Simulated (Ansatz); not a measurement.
# Hf2CF2 monolayer: phonons and vibrational spectra, part 2 of 2

Wanted: phonon frequencies of Hf2CF2 monolayer and what follows from them.

Ansatz 0.2.0; DFT PBEsol, scalar-relativistic, plane waves, PAW; PAW set soft_1.

So far. Step 4 (Tight relaxation): The largest force component left is 0.60 meV/Å, within the tolerances set. Step 5 (Zone-centre response): Before it was imposed, the acoustic sum rule was missed by 2.1e-5 eV/Å². Small misses are needed for a sound result but don't prove that mesh and cutoff are converged. The lowest optical mode is real, 134 cm⁻¹.

## 6. Phonons on a q mesh

Stability and thermal properties need the whole zone. Linear response on a 4×4×1 q mesh gives force constants as far as a supercell of that size would.

input.yaml

```yaml
crystal:
  lattice:
    - [3.234635814, 0.0, 0.0]
    - [-1.617317907, 2.801276787, 0.0]
    - [0.0, 0.0, 33.2]
  atoms:
    - { symbol: C, position: [0.0, 0.0, 0.3012048193] }
    - { symbol: Hf, position: [0.3333333333, 0.6666666667, 0.3372488151] }
    - { symbol: Hf, position: [0.6666666667, 0.3333333333, 0.2651608235] }
    - { symbol: F, position: [0.6666666667, 0.3333333333, 0.3773774124] }
    - { symbol: F, position: [0.3333333333, 0.6666666667, 0.2250322262] }
  periodic: [true, true, false]
kpoints:
  mp_grid: { grid: [12, 12, 1] }
hamiltonian:
  xc: pbesol
  pseudopotentials: { kind: paw, azcp: { folder: soft_1 }, xc_functional: pbe }
scf:
  occupations: { method: methfessel_paxton, width: 0.2 }
output:
  eigenvalues: true
phonons:
  method: dfpt
  qmesh: [4, 4, 1]
  temperatures: { t_max: 1000, t_step: 50 }
  qpath:
    path:
      - [0.0, 0.0, 0.0]
      - [0.5, 0.0, 0.0]
      - [0.33333333, 0.33333333, 0.0]
      - [0.0, 0.0, 0.0]
    npoints: 10
```

Started as:

```
$ ansatz run input.yaml --threads 4 --pin off --max-ram 16384MiB --backend cpu --events-out ev --progress --plain --runs-dir out
```

The job ended after 21 min (4 threads of Arm Neoverse V2, shared host; peak memory 3.9 GiB).

This step gave:

```yaml
sum_rule_residual_before_enforcement: 7.66e-6 eV/Å²
lowest_frequency_on_the_path: -5.249 cm⁻¹
highest_frequency_on_the_path_or_at_a_solved_wavevector: 694.1 cm⁻¹
lowest_mode_on_the_q_mesh_acoustic_modes_at_gamma_apart: 50.67 cm⁻¹
```

Frequencies (cm⁻¹) solved at each irreducible wavevector; negative means imaginary. Frequencies by wavevector, by row:

```
q in reciprocal lattice units  star  mode 1  mode 2  mode 3  mode 4  mode 13  mode 14  mode 15
                        0 0 0     1       0       0       0   133.6    617.3    686.2    686.2
                     0 0.25 0     6    67.3    85.4   125.3   135.8    606.3    685.8    693.4
                     0 -0.5 0     3    50.7   128.5   136.4   138.8      613    648.6    679.9
                  0.25 0.25 0     6   119.3   135.3   136.5   144.3    608.8    660.7    674.6
```

Interpolated from a 4×4×1 q mesh. Phonon branches along the path, in cm⁻¹:

```
  point  branch 1  branch 2  branch 3  branch 4  branch 12  branch 13  branch 14  branch 15
      Γ         0         0         0       134        396        617        686        686
halfway        67        85       125       136        362        606        686        693
      M        51       128       136       139        340        613        649        680
halfway       111       127       144       147        337        612        652        673
      K       134       143       143       149        331        613        659        659
halfway        81       100       133       140        354        605        681        692
      Γ         0         0         0       134        396        617        686        686
```

Tetrahedra on a 24×24×1 mesh, mean over bins of 10 cm-1. Interpolated from a 4×4×1 q mesh. Phonon density of states against wavenumber; read off at these points:

```
wavenumber (cm⁻¹)  phonon density of states (1/cm⁻¹/cell)
               -5                                 0.00186
               25                                 0.00497
               65                                  0.0121
               95                                  0.0225
              125                                  0.0613
              135                                   0.130
              155                                  0.0899
              165                                  0.0392
              195                                       0
              215                                   0.178
              225                                   0.128
              265                                       0
              295                                       0
              325                                  2.0e-4
              335                                  0.0777
              365                                  0.0164
              395                                 0.00543
              425                                       0
              465                                       0
              495                                       0
              525                                       0
              565                                       0
              595                                       0
              625                                       0
              665                                  0.0262
              685                                  0.0592
              695                                  0.0382
```

The partial phonon density of states has structure finer than the step of the table below, so its rows give means over 25 cm⁻¹, whole bins alone (the curve runs from -15.2 to 725 cm⁻¹). Peaks (cm⁻¹: height): C 608.5: 0.0637, 687.7: 0.0580; F 217.5: 0.142, 338.6: 0.0662; Hf 133.8: 0.108.

Phonopy on the run's constants, 21x21x1 mesh, Gaussian sigma 5.3 cm-1. Interpolated from a 4×4×1 q mesh. Partial phonon density of states against wavenumber; means over each step; values in 1/cm⁻¹/cell:

```
wavenumber (cm⁻¹)       C        F       Hf
                0  5.7e-5   1.9e-4  0.00171
               25  1.5e-4   4.7e-4  0.00437
               50  2.3e-4   8.3e-4  0.00775
               75  3.1e-4  0.00129   0.0129
              100  4.2e-4  0.00163   0.0218
              125  6.5e-4  0.00289   0.0665
              150  5.9e-4  0.00363   0.0724
              175  2.4e-4  0.00173   0.0332
              200  2.5e-5   0.0363  0.00519
              225  7.3e-5    0.110  0.00551
              250  7.2e-6  0.00708   2.5e-4
              275       0        0        0
              300       0   7.0e-6   3.8e-7
              325  3.1e-5   0.0213  0.00134
              350  5.0e-5   0.0375  0.00297
              375  4.0e-5   0.0120  0.00122
              400  1.2e-5  0.00309   3.7e-4
              425       0   1.8e-6        0
              450       0        0        0
              475       0        0        0
              500       0        0        0
              525       0        0        0
              550       0        0        0
              575  1.5e-5        0   4.4e-7
              600  0.0268   1.1e-4   6.9e-4
              625  0.0121   3.4e-5   3.0e-4
              650  0.0171   1.1e-4   2.7e-4
              675  0.0396   1.2e-4   7.0e-4
              700  0.0214   5.5e-5   5.0e-4
```

Symmetry leaves 4 wavevectors to solve. The lowest mode among them, the acoustic zeros apart, lies at q = (0, -0.5, 0) and is real, 50.7 cm⁻¹. Between them the interpolated path dips to 5i cm⁻¹.

## 7. Isotope substitution, element C, natural mass 12.011 amu

An isotope changes the mass and not the force constants, so no new electronic calculation is needed; the shifts show which modes move this element.

The same force constants with the mass of C changed from 12.011 to 13.003 u (phonopy, no LO-TO term). Both lists are sorted by frequency; levels can cross, so a row need not hold one and the same mode. Modes under 3 cm⁻¹ are left out. Isotope shifts, by row, the first 40 of 57 rows:

```
       q  rank  natural mass (cm⁻¹)  changed mass (cm⁻¹)
   0 0 0     4                133.6                133.6
   0 0 0     5                133.6                133.6
   0 0 0     6                188.7                188.7
   0 0 0     7                210.3                210.3
   0 0 0     8                210.3                210.3
   0 0 0     9                223.2                223.2
   0 0 0    10                223.2                223.2
   0 0 0    11                  396                395.8
   0 0 0    12                396.2                396.2
   0 0 0    13                617.3                594.2
   0 0 0    14                686.2                660.3
   0 0 0    15                686.2                660.3
0 0.25 0     1                67.34                67.25
0 0.25 0     2                85.37                85.29
0 0.25 0     3                125.3                125.3
0 0.25 0     4                135.8                135.8
0 0.25 0     5                155.2                155.2
0 0.25 0     6                182.7                182.7
0 0.25 0     7                217.8                217.8
0 0.25 0     8                219.8                219.7
0 0.25 0     9                222.3                222.3
0 0.25 0    10                222.4                222.4
0 0.25 0    11                358.1                  358
0 0.25 0    12                362.2                362.2
0 0.25 0    13                606.3                583.6
0 0.25 0    14                685.8                659.7
0 0.25 0    15                693.4                667.1
0 -0.5 0     1                50.67                50.67
0 -0.5 0     2                128.5                128.5
0 -0.5 0     3                136.4                136.3
0 -0.5 0     4                138.8                138.6
0 -0.5 0     5                151.9                151.9
0 -0.5 0     6                166.9                166.8
0 -0.5 0     7                211.6                211.6
0 -0.5 0     8                217.6                217.6
0 -0.5 0     9                219.1                219.1
0 -0.5 0    10                233.7                233.7
0 -0.5 0    11                336.7                336.7
0 -0.5 0    12                339.9                339.9
0 -0.5 0    13                  613                589.7
```

A mode of this element alone would shift by -3.89 %. The highest zone-centre frequency without the field goes from 686.2 to 660.3 cm⁻¹ (-3.8 %). The product of the frequency ratios over all optical modes at Γ is 0.891; the product rule, (m/m′)^(3k/2) (M′/M)^(3/2) with k = 1 such atoms and M the mass of the cell, gives 0.891.

## 8. Isotope substitution, element Hf, natural mass 178.486 amu

The same for Hf, from 178.49 to 173.94 u.

The same force constants with the mass of Hf changed from 178.486 to 173.940 u (phonopy, no LO-TO term). Both lists are sorted by frequency; levels can cross, so a row need not hold one and the same mode. Modes under 3 cm⁻¹ are left out. Isotope shifts, by row, the first 40 of 57 rows:

```
       q  rank  natural mass (cm⁻¹)  changed mass (cm⁻¹)
   0 0 0     4                133.6                135.3
   0 0 0     5                133.6                135.3
   0 0 0     6                188.7                190.8
   0 0 0     7                210.3                210.4
   0 0 0     8                210.3                210.4
   0 0 0     9                223.2                223.5
   0 0 0    10                223.2                223.5
   0 0 0    11                  396                396.4
   0 0 0    12                396.2                396.9
   0 0 0    13                617.3                617.6
   0 0 0    14                686.2                686.4
   0 0 0    15                686.2                686.4
0 0.25 0     1                67.34                 68.1
0 0.25 0     2                85.37                86.39
0 0.25 0     3                125.3                126.9
0 0.25 0     4                135.8                137.5
0 0.25 0     5                155.2                157.1
0 0.25 0     6                182.7                184.9
0 0.25 0     7                217.8                217.9
0 0.25 0     8                219.8                219.9
0 0.25 0     9                222.3                222.5
0 0.25 0    10                222.4                222.6
0 0.25 0    11                358.1                358.4
0 0.25 0    12                362.2                362.6
0 0.25 0    13                606.3                606.6
0 0.25 0    14                685.8                  686
0 0.25 0    15                693.4                693.6
0 -0.5 0     1                50.67                51.22
0 -0.5 0     2                128.5                130.2
0 -0.5 0     3                136.4                138.2
0 -0.5 0     4                138.8                140.4
0 -0.5 0     5                151.9                153.8
0 -0.5 0     6                166.9                169.1
0 -0.5 0     7                211.6                211.6
0 -0.5 0     8                217.6                217.6
0 -0.5 0     9                219.1                219.4
0 -0.5 0    10                233.7                233.8
0 -0.5 0    11                336.7                336.9
0 -0.5 0    12                339.9                340.4
0 -0.5 0    13                  613                613.2
```

A mode of this element alone would shift by +1.30 %. The highest zone-centre frequency without the field goes from 686.2 to 686.4 cm⁻¹ (+0.0 %). The product of the frequency ratios over all optical modes at Γ is 1.044; the product rule, (m/m′)^(3k/2) (M′/M)^(3/2) with k = 2 such atoms and M the mass of the cell, gives 1.044.

## 9. Outcome

| Property | Result |
| --- | --- |
| space group after relaxation (within 0.01 Å) | P-3m1 |
| area per atom | 1.81 Å² |
| electronic character | no gap on this mesh |
| highest optical mode at the zone centre (no LO-TO term) | 686 cm⁻¹ |
| lowest optical zone-centre mode | 134 cm⁻¹ |
| lowest mode on the q mesh (acoustic modes at Γ apart) | 50.7 cm⁻¹ |
| highest frequency on the path or at a solved wavevector | 694 cm⁻¹ |
| imaginary modes on the 4×4×1 q mesh | none |

What this shows: No mode is imaginary at the 4 irreducible wavevectors solved, but between them the interpolated path dips to 5.2i cm⁻¹, so stability is not settled. The optical modes at Γ span 134 to 686 cm⁻¹. The highest mode in this list at Γ, 686.2 cm⁻¹, is mostly motion of C (97 % of the kinetic energy). With no gap, or one that is small against the smearing, the frequencies hang on the k mesh and the smearing, most of all near Kohn anomalies. In a sheet or slab the interpolated bending branch near Γ is rough, since the rotational sum rule isn't imposed. Spin-orbit coupling is left out, which can matter for the heavy elements here. The PAW files were made for PBE and serve the other functionals too. A phonon run warned that its eigensolver left some bands unconverged in a pass. The starting cell was built on a prototype and not taken from a measurement. These are harmonic frequencies at zero temperature: anharmonic shifts, linewidths and thermal expansion are left out.

[Logs are printed without paths, hosts, clocks, repeated set-up lines and the standing remarks that a program may print on its own settings, such as how far it seeks lower states.]

[Hosts, paths, dates, database ids (printed as entryN), source tags and the programs' standing remarks are cut or masked in the printed files.]
